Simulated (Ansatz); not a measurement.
# Simulated XPS, UPS and emission spectra of Sc5Pd4Si6, part 3 of 3

Aim: the valence spectrum of Sc5Pd4Si6 from He I to hard X-rays, and which orbitals make each feature. Spin–orbit coupling is left out of the bands throughout.

Ansatz 0.2.0; DFT, PBE, plane-wave PAW, default files, scalar-relativistic (the session's first sound run).

So far. Step 2 (The base run): At the Fermi level the DOS is 4.84 states/eV a cell, and on the broadened curves Sc 3d holds 61 % of the total there.

### 4. With PBEsol

This step: DFT, PBEsol, plane-wave PAW, default files, scalar-relativistic (Ansatz 0.2.0).

The run is repeated with PBEsol on the same cell, to see how much the levels hang on the functional.

Input file input.yaml:

```yaml
crystal:
  lattice:
    - [-1.98835, 4.7299, 6.5795]
    - [1.98835, -4.7299, 6.5795]
    - [1.98835, 4.7299, -6.5795]
  atoms:
    - { symbol: Pd, position: [0.098843, 0.831561, 0.267282] }
    - { symbol: Pd, position: [0.564279, 0.831561, 0.732718] }
    - { symbol: Pd, position: [0.901157, 0.168439, 0.732718] }
    - { symbol: Pd, position: [0.435721, 0.168439, 0.267282] }
    - { symbol: Sc, position: [0.3281, 0.5, 0.8281] }
    - { symbol: Sc, position: [0.6719, 0.5, 0.1719] }
    - { symbol: Sc, position: [0.72752, 0.72752, 0.0] }
    - { symbol: Sc, position: [0.27248, 0.27248, 0.0] }
    - { symbol: Sc, position: [0.0, 0.0, 0.0] }
    - { symbol: Si, position: [0.58886, 0.08886, 0.5] }
    - { symbol: Si, position: [0.41114, 0.91114, 0.5] }
    - { symbol: Si, position: [0.02269, 0.64636, 0.37633] }
    - { symbol: Si, position: [0.27003, 0.64636, 0.62367] }
    - { symbol: Si, position: [0.97731, 0.35364, 0.62367] }
    - { symbol: Si, position: [0.72997, 0.35364, 0.37633] }
kpoints:
  mp_grid: { grid: [8, 8, 8] }
  band_path:
    path:
      - [[0.0, 0.0, 0.0], [0.5, 0.5, -0.5], [0.272832, 0.727168, -0.272832]]
      - [[-0.272832, 0.272832, 0.272832], [0.0, 0.0, 0.0], [0.379199, -0.379199, 0.379199]]
      - [[0.620801, 0.379199, -0.379199], [0.5, 0.5, -0.5]]
      - [[0.0, 0.0, 0.0], [0.0, 0.5, 0.0], [0.25, 0.25, 0.25], [0.5, 0.0, 0.0], [0.0, 0.0, 0.0]]
    npoints: 6
scf:
  occupations: { method: fermi_dirac, width: 0.05 }
  n_extra_bands: 34
hamiltonian:
  xc: pbesol
  pseudopotentials: { kind: paw }
output:
  forces: true
  stress: true
  dos:
    projected: true
    de: 0.05
    e_range: [-30, 12]
    nscf_kmesh: { grid: [14, 14, 14] }
  fatbands: true
```

The run is started by

```
$ ansatz run input.yaml --threads 4 --pin off --max-ram 8192MiB --backend cpu --events-out ev --progress --plain --runs-dir out
```

Numbers of over 12 decimals in the logs are rounded to 6 here.

Output:

```text
[...]
Crystal: 15 atoms, lattice volume = 247.513 Å³
Basis set: ecut = 420 eV, 4821 PW (Γ), FFT grids on a1, a2+a3, a3, exchange–correlation on 120×54×120 points (8 copies of the dense FFT grid, shifted against one another)
Bands: 110, of which v1, the nominal top of the filled ones, is band 76 counted from 1 (75 counted from 0)
Symmetry: 8 space group operations
[...]
k-points: 95 of 512
[...]
SCF iter   1: F=—  HF=-41927.875224 eV  |F-HF|=—  |Δ(HF+E_count)|=         —  Δρ=6.29e-3  dr2=1.02e-1  ethr=1.77e-3  ⟨swp⟩=5.1  Hψ=38526  notcnv=0  defer=1041
[...]
SCF iter   7: F=-41927.852191 eV  HF=-41927.852191 eV  |F-HF|=2.11e-8  |Δ(HF+E_count)|=   6.10e-8  Δρ=2.11e-6  dr2=2.99e-8  ethr=6.62e-11  ⟨swp⟩=9.6  Hψ=44146  notcnv=0
SCF 1 converged in 7 iterations: F = -41927.852191 eV  dr2 = 2.99e-8
[...]
SCF converged after 7 iterations
Free energy (F): -41927.852191 eV
[...]
Internal energy: -41927.815234 eV  (E = F + TS)
E sigma→0 (E₀):  -41927.833713 eV
Entropy (-TS):   -0.036957 eV (-2.464 meV/atom)
Fermi energy:    13.130866 eV
[...]
--- Forces (eV/Å), atoms counted from 1 ---
  atom   1  Pd     0.00000000    -0.00504636    -0.07459230
  atom   2  Pd     0.00000000     0.00504636    -0.07459230
  atom   3  Pd     0.00000000     0.00504636     0.07459230
  atom   4  Pd     0.00000000    -0.00504636     0.07459230
  atom   5  Sc     0.00000000     0.10820213     0.00000000
  atom   6  Sc     0.00000000    -0.10820213    -0.00000000
  atom   7  Sc     0.00000000     0.00000000     0.01952256
  atom   8  Sc     0.00000000    -0.00000000    -0.01952256
  atom   9  Sc     0.00000000     0.00000000     0.00000000
  atom  10  Si     0.00000000     0.00000000     0.05447612
  atom  11  Si     0.00000000    -0.00000000    -0.05447612
  atom  12  Si     0.00000000    -0.15584248     0.07833761
  atom  13  Si     0.00000000     0.15584248     0.07833761
  atom  14  Si     0.00000000     0.15584248    -0.07833761
  atom  15  Si     0.00000000    -0.15584248    -0.07833761
  max |Σ_I F_I| component: 1.39e-17 eV/Å
--- Stress (GPa, compression-positive) ---
       -2.343559      -0.000000      -0.000000
       -0.000000      -1.823844      -0.000000
       -0.000000      -0.000000      -2.189395
  P = ⅓ Tr σ = -2.1189 GPa (-21.189 kbar)
--- Band table (eV; the first three rows and the last of 95) ---
  k-point 0: bands = [... 72 lower, 13.0463, 13.0768, 13.0927, 13.1514, 13.1720, 13.6136, 14.0983, 14.2002, ... 30 higher]
  k-point 1: bands = [... 72 lower, 12.5894, 12.7050, 13.2135, 13.3921, 13.5392, 13.7812, 13.8889, 14.3624, ... 30 higher]
  k-point 2: bands = [... 72 lower, 12.3384, 12.5910, 12.8604, 13.3066, 13.4115, 13.6564, 14.0062, 14.2244, ... 30 higher]
  k-point 94: bands = [... 72 lower, 12.6746, 12.7286, 12.9770, 13.1449, 13.7810, 13.8064, 14.0626, 14.0727, ... 30 higher]
```

Run time: 1.9 min. Hardware: 4 threads of INTEL XEON PLATINUM 8581C at 2.10GHz (Emerald Rapids), shared host; peak memory 4.8 GiB.

This step gave:

```yaml
free_energy: -41927.8522 eV
energy_at_zero_smearing: -41927.8337 eV
smearing_term_ts: 0.03696 eV
fermi_energy: 13.13 eV
pressure: -2.119 GPa
share_of_occupied_states_in_no_projected_shell: 0.0129 of the occupied states in the window
dos_at_the_fermi_level: 4.847 states/eV/cell
```

Electronic bands along the path, in eV, zero at the Fermi level; # counts the bands kept:

| point | #36 | #37 | #38 | #39 | #40 | #41 | #42 | #43 |
| --- | --- | --- | --- | --- | --- | --- | --- | --- |
| Γ | -0.30 | -0.08 | -0.05 | -0.04 | 0.02 | 0.04 | 0.49 | 0.97 |
| halfway | -0.49 | -0.34 | -0.33 | -0.15 | 0.00 | 0.32 | 0.58 | 1.13 |
| X | -1.03 | -0.45 | -0.40 | -0.15 | 0.02 | 0.65 | 0.68 | 0.94 |
| halfway | -0.97 | -0.84 | -0.62 | -0.56 | -0.18 | 0.59 | 0.86 | 0.91 |
| F2 | -1.52 | -1.46 | -1.15 | -0.90 | -0.64 | 0.52 | 0.93 | 0.98 |
| jump to Σ0 | -1.52 | -1.46 | -1.15 | -0.90 | -0.64 | 0.52 | 0.93 | 0.98 |
| halfway | -1.05 | -0.84 | -0.76 | -0.22 | -0.03 | 0.16 | 0.44 | 0.84 |
| Γ | -0.30 | -0.08 | -0.05 | -0.04 | 0.02 | 0.04 | 0.49 | 0.97 |
| halfway | -0.47 | -0.39 | -0.39 | -0.07 | 0.18 | 0.34 | 0.57 | 0.79 |
| Y0 | -0.88 | -0.55 | -0.50 | -0.06 | 0.01 | 0.64 | 0.76 | 0.81 |
| jump to U0 | -0.88 | -0.55 | -0.50 | -0.06 | 0.01 | 0.64 | 0.76 | 0.81 |
| halfway | -1.01 | -0.47 | -0.45 | -0.13 | 0.02 | 0.66 | 0.75 | 0.89 |
| X | -1.03 | -0.45 | -0.40 | -0.15 | 0.02 | 0.65 | 0.68 | 0.94 |
| jump to Γ | -0.30 | -0.08 | -0.05 | -0.04 | 0.02 | 0.04 | 0.49 | 0.97 |
| halfway | -1.05 | -0.80 | -0.78 | -0.10 | -0.07 | 0.27 | 0.58 | 0.88 |
| R | -1.41 | -1.37 | -1.30 | -0.67 | -0.56 | 0.50 | 0.59 | 1.10 |
| halfway | -1.60 | -1.41 | -1.37 | -0.85 | -0.63 | 0.47 | 0.68 | 1.19 |
| W | -1.52 | -1.50 | -1.42 | -1.00 | -0.70 | 0.45 | 0.76 | 1.35 |
| halfway | -1.00 | -0.82 | -0.49 | -0.44 | -0.02 | 0.36 | 0.79 | 0.99 |
| S | -0.46 | -0.41 | -0.32 | -0.21 | -0.07 | 0.39 | 0.72 | 0.79 |
| halfway | -0.50 | -0.34 | -0.26 | -0.08 | 0.14 | 0.21 | 0.63 | 0.86 |
| Γ | -0.30 | -0.08 | -0.05 | -0.04 | 0.02 | 0.04 | 0.49 | 0.97 |

Of the projections kept (Pd d, Sc s, Sc d, Si s, Si p, not projected), the largest for each band there; the rest of the weight can lie on other orbitals:

| point | #36 | #37 | #38 | #39 | #40 | #41 | #42 | #43 |
| --- | --- | --- | --- | --- | --- | --- | --- | --- |
| Γ | Sc d 0.51 | Sc d 0.57 | Sc d 0.41 | Sc d 0.80 | Sc d 0.76 | Si p 0.40 | Sc d 0.57 | Sc d 0.58 |
| X | Sc d 0.44 | Si p 0.52 | Sc d 0.60 | Sc d 0.73 | Sc d 0.74 | Sc d 0.78 | Sc d 0.57 | Sc d 0.79 |
| F2 | Sc d 0.45 | Sc d 0.46 | Si p 0.50 | Si p 0.43 | Si p 0.46 | Sc d 0.70 | Sc d 0.57 | Sc d 0.49 |
| Σ0 | Sc d 0.45 | Sc d 0.46 | Si p 0.50 | Si p 0.43 | Si p 0.46 | Sc d 0.70 | Sc d 0.57 | Sc d 0.49 |
| Γ | Sc d 0.51 | Sc d 0.57 | Sc d 0.41 | Sc d 0.80 | Sc d 0.76 | Si p 0.40 | Sc d 0.57 | Sc d 0.58 |
| Y0 | Sc d 0.37 | Sc d 0.52 | Si p 0.53 | Sc d 0.68 | Sc d 0.73 | Sc d 0.79 | Sc d 0.79 | Sc d 0.73 |

The DOS has structure finer than the step of the table below, so its rows give means over 2 eV, whole bins alone (the curve runs from -29.9 to 5.72 eV). Peaks (eV: height): total -28.4: 40, -27.8: 100, -4.1: 25.6, 3.3: 19.7; Pd 4d -4.7: 15.5, -4.1: 19.9, -3.6: 15.3, -2.9: 12.9; Si 3p -5.0: 5.08, -4.7: 5.37, -1.7: 4.53, 4.3: 4.26; Sc 3d 1.6: 12.8, 1.9: 12.5, 2.2: 13.9, 3.3: 13.9; Si 3s -9.4: 6.58, -7.1: 4.20, 4.1: 1.41.

* holds the states left over by the projection beside any projected weight of its own, shared among the starred shells. Table of DOS by E, zero at the Fermi level; means over each step; 7 of 10 lines; values in states/eV/cell:

| E (eV) | total | Pd 4d | Si 3p | Sc 3d | Si 3s | Sc 4s | Sc 4p* |
| --- | --- | --- | --- | --- | --- | --- | --- |
| -28 | 15.0 | 0.0153 | 0.121 | 0.00947 | 0.0226 | 0.0120 | 0 |
| -26 | 0 | 0 | 0 | 0 | 0 | 0 | 0 |
| -24 | 0 | 0 | 0 | 0 | 0 | 0 | 0 |
| -22 | 0 | 0 | 0 | 0 | 0 | 0 | 0 |
| -20 | 0 | 0 | 0 | 0 | 0 | 0 | 0 |
| -18 | 0 | 0 | 0 | 0 | 0 | 0 | 0 |
| -16 | 0 | 0 | 0 | 0 | 0 | 0 | 0 |
| -14 | 0 | 0 | 0 | 0 | 0 | 0 | 0 |
| -12 | 0 | 0 | 0 | 0 | 0 | 0 | 0 |
| -10 | 2.99 | 0.170 | 0.257 | 0.159 | 1.90 | 0.440 | 0.0365 |
| -8 | 2.92 | 0.525 | 0.546 | 0.270 | 1.39 | 0.112 | 0.0331 |
| -6 | 3.52 | 1.60 | 1.31 | 0.210 | 0.0745 | 0.246 | 0.0288 |
| -4 | 16.6 | 12.1 | 3.02 | 0.788 | 0.222 | 0.281 | 0.128 |
| -2 | 10.0 | 3.56 | 3.38 | 2.06 | 0.374 | 0.226 | 0.228 |
| 0 | 6.55 | 0.878 | 1.63 | 3.48 | 0.0932 | 0.0795 | 0.213 |
| 2 | 12.2 | 0.604 | 0.993 | 9.38 | 0.250 | 0.235 | 0.387 |
| 4 | 11.9 | 0.307 | 2.43 | 6.35 | 0.942 | 0.729 | 0.655 |

This run's widths, added to any smearing of the DOS itself: Gaussian 0.15 eV, Lorentzian 0.05 eV plus 0.08 an eV of depth. Table of intensity by binding energy, zero at the Fermi level; values in % of the maximum within 13 eV:

| binding energy (eV) | 21.2 eV | 100 eV | 900 eV | 1486.7 eV | 5414.7 eV |
| --- | --- | --- | --- | --- | --- |
| -1 | 1.04 | 1.73 | 0.887 | 0.879 | 0.930 |
| 0 | 14.7 | 37.2 | 4.56 | 4.25 | 4.21 |
| 1 | 38.0 | 90.1 | 17.1 | 16.3 | 16.6 |
| 2 | 35.2 | 62.2 | 24.9 | 24.5 | 25.4 |
| 3 | 73.3 | 57.9 | 70.8 | 70.8 | 71.9 |
| 4 | 97.4 | 63.2 | 97.3 | 97.3 | 97.3 |
| 5 | 56.6 | 49.8 | 55.6 | 55.4 | 56.3 |
| 6 | 9.20 | 11.0 | 9.10 | 9.14 | 10.0 |
| 7 | 9.61 | 20.4 | 10.0 | 10.6 | 15.6 |
| 8 | 5.29 | 14.3 | 6.27 | 6.73 | 11.0 |
| 9 | 3.99 | 14.4 | 5.47 | 6.11 | 11.5 |
| 10 | 2.70 | 12.2 | 4.77 | 5.46 | 11.3 |
| 11 | 0.844 | 3.38 | 1.50 | 1.65 | 3.00 |
| 12 | - | 1.74 | 0.858 | 0.900 | 1.36 |
| 13 | - | 1.36 | 0.693 | 0.708 | 0.968 |
| 14 | - | 1.26 | 0.641 | 0.645 | 0.829 |
| 15 | - | 1.28 | 0.641 | 0.639 | 0.790 |
| 16 | - | 1.37 | 0.677 | 0.670 | 0.808 |
| 17 | - | 1.53 | 0.747 | 0.735 | 0.872 |
| 18 | - | 1.78 | 0.855 | 0.838 | 0.983 |
| 19 | - | 2.13 | 1.01 | 0.990 | 1.15 |
| 20 | - | 2.63 | 1.24 | 1.21 | 1.40 |
| 21 | - | 3.38 | 1.58 | 1.54 | 1.78 |
| 22 | - | 4.54 | 2.11 | 2.06 | 2.37 |
| 23 | - | 6.44 | 2.99 | 2.91 | 3.35 |
| 24 | - | 9.85 | 4.56 | 4.44 | 5.10 |
| 25 | - | 16.8 | 7.75 | 7.54 | 8.66 |
| 26 | - | 33.4 | 15.4 | 15.0 | 17.2 |
| 27 | - | 77.3 | 35.7 | 34.7 | 39.8 |
| 28 | - | 117 | 53.9 | 52.4 | 60.1 |
| 29 | - | 64.5 | 29.7 | 28.9 | 33.2 |

Maxima picked by a test of local sharpness, so broad peaks and shoulders can be missing; peaks within 0.45 eV of a curve's cut are left out. Valence peaks, by row:

| photon energy (eV) | binding energy (eV) | height (% of the maximum within 13 eV) | main shell | its share (%) |
| --- | --- | --- | --- | --- |
| 21.2 | 9.35 | 5.028 | Pd 4d | 44.74 |
| 21.2 | 7.25 | 11.48 | Pd 4d | 61.8 |
| 21.2 | 4.1 | 100 | Pd 4d | 92.42 |
| 21.2 | 1.25 | 43.02 | Sc 3d | 59.31 |
| 21.2 | 0.55 | 39.1 | Sc 3d | 68.18 |
| 100 | 27.85 | 118.3 | Sc 3p | 99.52 |
| 100 | 9.4 | 20.21 | Si 3s | 57.43 |
| 100 | 7.3 | 26.38 | Si 3s | 37.89 |
| 100 | 4.65 | 56.96 | Pd 4d | 39.48 |
| 100 | 4.1 | 64.08 | Pd 4d | 46.74 |
| 100 | 2.9 | 59.14 | Sc 3d | 40.29 |
| 100 | 1.2 | 100 | Sc 3d | 74.03 |
| 100 | 0.55 | 96.21 | Sc 3d | 79.56 |
| 900 | 27.85 | 54.55 | Sc 3p | 99.71 |
| 900 | 9.4 | 7.545 | Si 3s | 58.76 |
| 900 | 7.25 | 12.14 | Pd 4d | 61.53 |
| 900 | 4.1 | 100 | Pd 4d | 97.28 |
| 900 | 0.6 | 15.47 | Pd 4d | 76.43 |
| 1487 | 27.85 | 53.05 | Sc 3p | 99.7 |
| 1487 | 9.4 | 8.561 | Si 3s | 63.54 |
| 1487 | 7.25 | 12.9 | Pd 4d | 58.09 |
| 1487 | 4.1 | 100 | Pd 4d | 97.55 |
| 1487 | 0.6 | 14.64 | Pd 4d | 81.02 |
| 5415 | 27.85 | 60.89 | Sc 3p | 99.64 |
| 5415 | 9.45 | 17.11 | Si 3s | 77.24 |
| 5415 | 7.3 | 19.81 | Si 3s | 57.42 |
| 5415 | 4.1 | 100 | Pd 4d | 96.34 |
| 5415 | 0.6 | 14.53 | Pd 4d | 80.58 |

Spectra as before, but with a recipe of its own (widths, and in some runs the light), which changes peak heights and what is resolved: Gaussian 0.15 eV, Lorentzian 0.05 eV plus 0.08 times the binding energy, unpolarised light, analyser at 54.7°, Fermi edge at 300 K; some photon energies differ too.

Side by side:

| quantity | this run | base run | difference |
| --- | --- | --- | --- |
| DOS at the Fermi level (states/eV/cell) | 4.847 | 4.836 | 0.0110 |

### 5. Other settings

This step: DFT, PBE, plane-wave PAW, default files, scalar-relativistic; changed: scf.initial_density.chi_scale = 0.0, scf.convergence.dr2_threshold = 1e-06 (Ansatz 0.2.0).

Some settings are changed to see whether the read-outs move.

Edit input.yaml of step 4 so:

```diff
@@ -23,9 +23,2 @@
   mp_grid: { grid: [8, 8, 8] }
-  band_path:
-    path:
-      - [[0.0, 0.0, 0.0], [0.5, 0.5, -0.5], [0.272832, 0.727168, -0.272832]]
-      - [[-0.272832, 0.272832, 0.272832], [0.0, 0.0, 0.0], [0.379199, -0.379199, 0.379199]]
-      - [[0.620801, 0.379199, -0.379199], [0.5, 0.5, -0.5]]
-      - [[0.0, 0.0, 0.0], [0.0, 0.5, 0.0], [0.25, 0.25, 0.25], [0.5, 0.0, 0.0], [0.0, 0.0, 0.0]]
-    npoints: 6
 scf:
@@ -33,4 +26,6 @@
   n_extra_bands: 34
+  initial_density: { chi_scale: 0.0 }
+  convergence: { dr2_threshold: 1.0e-06 }
 hamiltonian:
-  xc: pbesol
+  xc: pbe
   pseudopotentials: { kind: paw }
@@ -44,2 +39 @@
     nscf_kmesh: { grid: [14, 14, 14] }
-  fatbands: true
```

Output:

```text
Warning: scf.convergence.dr2_threshold = 1e-6 eV is looser than this run's default, which is 1e-7 eV or tighter. The error in the forces grows as the threshold's square root, so leave the key out unless less accurate forces are enough
Warning: output.stress: scf.convergence.dr2_threshold = 1e-6 eV is looser than the 1.5e-9 eV advised for a printed stress (1e-10 eV for each atom of the cell: 15). What an SCF threshold leaves in a stress goes as its square root, and in the free energy as the threshold itself, and one threshold admits the most on a small cell: [figures from the program's tests cut] Set scf.convergence.dr2_threshold to 1.5e-9 eV or tighter. The threshold is an SCF's pass mark: one that does not reach it within its budget of iterations ends unconverged, or closes short of it on a stop that the run arms, and scf.convergence.dr2_threshold's page says what that costs each kind of run
[...]
Crystal: 15 atoms, lattice volume = 247.513 Å³
Basis set: ecut = 420 eV, 4821 PW (Γ), FFT grids on a1, a2+a3, a3, exchange–correlation on 120×54×120 points (8 copies of the dense FFT grid, shifted against one another)
Bands: 110, of which v1, the nominal top of the filled ones, is band 76 counted from 1 (75 counted from 0)
Symmetry: 8 space group operations
[...]
k-points: 95 of 512
[...]
SCF iter   1: F=—  HF=-42425.550959 eV  |F-HF|=—  |Δ(HF+E_count)|=         —  Δρ=2.32e-1  dr2=2.54e2  ethr=3.10e-3  ⟨swp⟩=4.8  Hψ=37518  notcnv=0  defer=614
[...]
SCF iter   9: F=-42399.699907 eV  HF=-42399.699907 eV  |F-HF|=1.72e-7  |Δ(HF+E_count)|=   4.02e-7  Δρ=9.54e-6  dr2=3.25e-7  ethr=6.62e-10  ⟨swp⟩=11.4  Hψ=49865  notcnv=0
SCF 1 converged in 9 iterations: F = -42399.699907 eV  dr2 = 3.25e-7
[...]
SCF converged after 9 iterations
Free energy (F): -42399.699907 eV
[...]
Internal energy: -42399.662732 eV  (E = F + TS)
E sigma→0 (E₀):  -42399.681320 eV
Entropy (-TS):   -0.037175 eV (-2.478 meV/atom)
Fermi energy:    13.254041 eV
[...]
--- Forces (eV/Å), atoms counted from 1 ---
  atom   1  Pd     0.00000000     0.00377675     0.00344995
  atom   2  Pd     0.00000000    -0.00377675     0.00344995
  atom   3  Pd     0.00000000    -0.00377675    -0.00344995
  atom   4  Pd     0.00000000     0.00377675    -0.00344995
  atom   5  Sc     0.00000000     0.09692178     0.00000000
  atom   6  Sc     0.00000000    -0.09692178    -0.00000000
  atom   7  Sc     0.00000000     0.00000000     0.00531965
  atom   8  Sc     0.00000000    -0.00000000    -0.00531965
  atom   9  Sc     0.00000000    -0.00000000    -0.00000000
  atom  10  Si     0.00000000     0.00000000    -0.04919136
  atom  11  Si     0.00000000     0.00000000     0.04919136
  atom  12  Si     0.00000000     0.00417880    -0.02831145
  atom  13  Si     0.00000000    -0.00417880    -0.02831145
  atom  14  Si     0.00000000    -0.00417880     0.02831145
  atom  15  Si     0.00000000     0.00417880     0.02831145
  max |Σ_I F_I| component: 1.73e-17 eV/Å
--- Stress (GPa, compression-positive) ---
        2.212347      -0.000000      -0.000000
       -0.000000       2.760037       0.000000
       -0.000000       0.000000       2.005145
  P = ⅓ Tr σ = 2.3258 GPa (23.258 kbar)
--- Band table (eV; the first three rows and the last of 95) ---
  k-point 0: bands = [... 72 lower, 13.1534, 13.1876, 13.2250, 13.2867, 13.2930, 13.7373, 14.2187, 14.3260, ... 30 higher]
  k-point 1: bands = [... 72 lower, 12.7083, 12.8302, 13.3444, 13.5106, 13.6520, 13.9047, 14.0188, 14.4741, ... 30 higher]
  k-point 2: bands = [... 72 lower, 12.4619, 12.7141, 12.9794, 13.4209, 13.5413, 13.7685, 14.1319, 14.3518, ... 30 higher]
  k-point 94: bands = [... 72 lower, 12.7888, 12.8575, 13.1030, 13.2709, 13.9067, 13.9108, 14.1758, 14.2031, ... 30 higher]
```

Elapsed: 1.8 min, on 4 threads; peak memory 4.7 GiB; 7 min of CPU time.

Numbers from this step:

```
free energy                                    : -42399.6999 eV
energy at zero smearing                        : -42399.6813 eV
smearing term TS                               : 0.03717 eV
Fermi energy                                   : 13.25 eV
pressure                                       : 2.326 GPa
share of occupied states in no projected shell : 0.0126 of the occupied states in the window
DOS at the Fermi level                         : 4.836 states/eV/cell
```

Maxima picked by a test of local sharpness, so broad peaks and shoulders can be missing; peaks within 0.45 eV of a curve's cut are left out. Valence peaks, by row:

| photon energy (eV) | binding energy (eV) | height (% of the maximum within 13 eV) | main shell | its share (%) |
| --- | --- | --- | --- | --- |
| 21.2 | 9.4 | 7.604 | Sc 3d | 31.77 |
| 21.2 | 7.3 | 13.86 | Pd 4d | 50.2 |
| 21.2 | 4.05 | 100 | Pd 4d | 88.87 |
| 21.2 | 1.3 | 50.38 | Sc 3d | 61.42 |
| 40.8 | 9.4 | 5.802 | Pd 4d | 42.25 |
| 40.8 | 7.3 | 11.33 | Pd 4d | 65.47 |
| 40.8 | 4.05 | 100 | Pd 4d | 94.77 |
| 150 | 28 | 366.3 | Sc 3p | 99.71 |
| 150 | 9.45 | 33.2 | Si 3s | 69.07 |
| 150 | 7.35 | 36.57 | Si 3s | 51.51 |
| 150 | 4.05 | 70.8 | Pd 4d | 39.28 |
| 150 | 1.25 | 100 | Sc 3d | 64.04 |
| 1487 | 28 | 77.04 | Sc 3p | 99.71 |
| 1487 | 9.5 | 11.01 | Si 3s | 69.64 |
| 1487 | 7.35 | 14.58 | Pd 4d | 51.72 |
| 1487 | 4.05 | 100 | Pd 4d | 97.36 |
| 8048 | 28 | 86.38 | Sc 3p | 99.43 |
| 8048 | 9.5 | 40.58 | Si 3s | 84.44 |
| 8048 | 7.4 | 37.5 | Si 3s | 75.12 |
| 8048 | 4.05 | 100 | Pd 4d | 92.47 |

Spectra as before, but with a recipe of its own (widths, and in some runs the light), which changes peak heights and what is resolved: Gaussian 0.6 eV, Lorentzian 0.2 eV plus 0.05 times the binding energy, linear light, analyser at 0°, Fermi edge at 300 K; some photon energies differ too.

The free energy moves by 0.0 meV an atom against the base run, the DOS at the Fermi level from 4.84 to 4.84 states/eV.

### 6. Outcome

```json
{"least gap on the mesh and the path": "under 0.05 eV or none", "strongest listed peak within 13 eV of the zero, at 1486.7 eV": "4.1 eV binding, mostly Pd 4d", "strongest listed peak within 13 eV of the zero, at 21.2 eV": "4.1 eV binding, mostly Pd 4d", "Pd 4d centre of the filled part": "-3.85 eV (9.2 states an atom)", "Sc 3d centre of the filled part": "-2.50 eV (2.0 states an atom)", "PBE (2.2 min on 4 threads)": "no clear gap, highest Al Kα peak within 13 eV at 4.1 eV (Pd 4d)", "RPBE (1.9 min on 4 threads)": "no clear gap, highest Al Kα peak within 13 eV at 4.1 eV (Pd 4d)", "PBEsol (1.9 min on 4 threads)": "no clear gap, highest Al Kα peak within 13 eV at 4.1 eV (Pd 4d)", "other settings (1.8 min on 4 threads)": "no clear gap, highest Al Kα peak within 13 eV at 4.0 eV (Pd 4d)"}
```

Sc5Pd4Si6 is without a gap at the base level, and its valence spectrum changes with photon energy as the shells' cross sections do. At 21.2 eV the valence spectrum has its highest listed peaks within 10.8 eV at 0.6 eV (Sc 3d), 1.3 eV (Sc 3d) and 4.1 eV (Pd 4d). At 1486.7 eV the valence spectrum has its highest listed peak within 13 eV at 4.1 eV (Pd 4d). The shell named is the one with most of the intensity, cross sections included, not always the one with most states there. At 21.2 eV the area is led by Pd 4d (75 %), at 9251.7 eV by Pd 4d (46 %). These are Kohn–Sham levels; self-energy shifts and satellites are missing. Each run has its own recipe for the spectra (widths, photon energies, in some runs the light), so peak heights and places can differ between runs for that reason too. Spin–orbit coupling is left out, which matters for the heavy atoms here.

[Logs are printed without paths, hosts, clocks, repeated set-up lines and the standing remarks that a program may print on its own settings, such as how far it seeks lower states.]

[Hosts, paths, dates, database ids (printed as entryN), source tags and the programs' standing remarks are cut or masked in the printed files.]

[Maps of the electrostatic potential energy from Ansatz leave out the sawtooth potential of an applied field or a dipole correction, so their vacuum need not be flat; work functions include it.]

[Peak lists hold at most the 14 tallest peaks of each spectrum; further lines can be left out.]
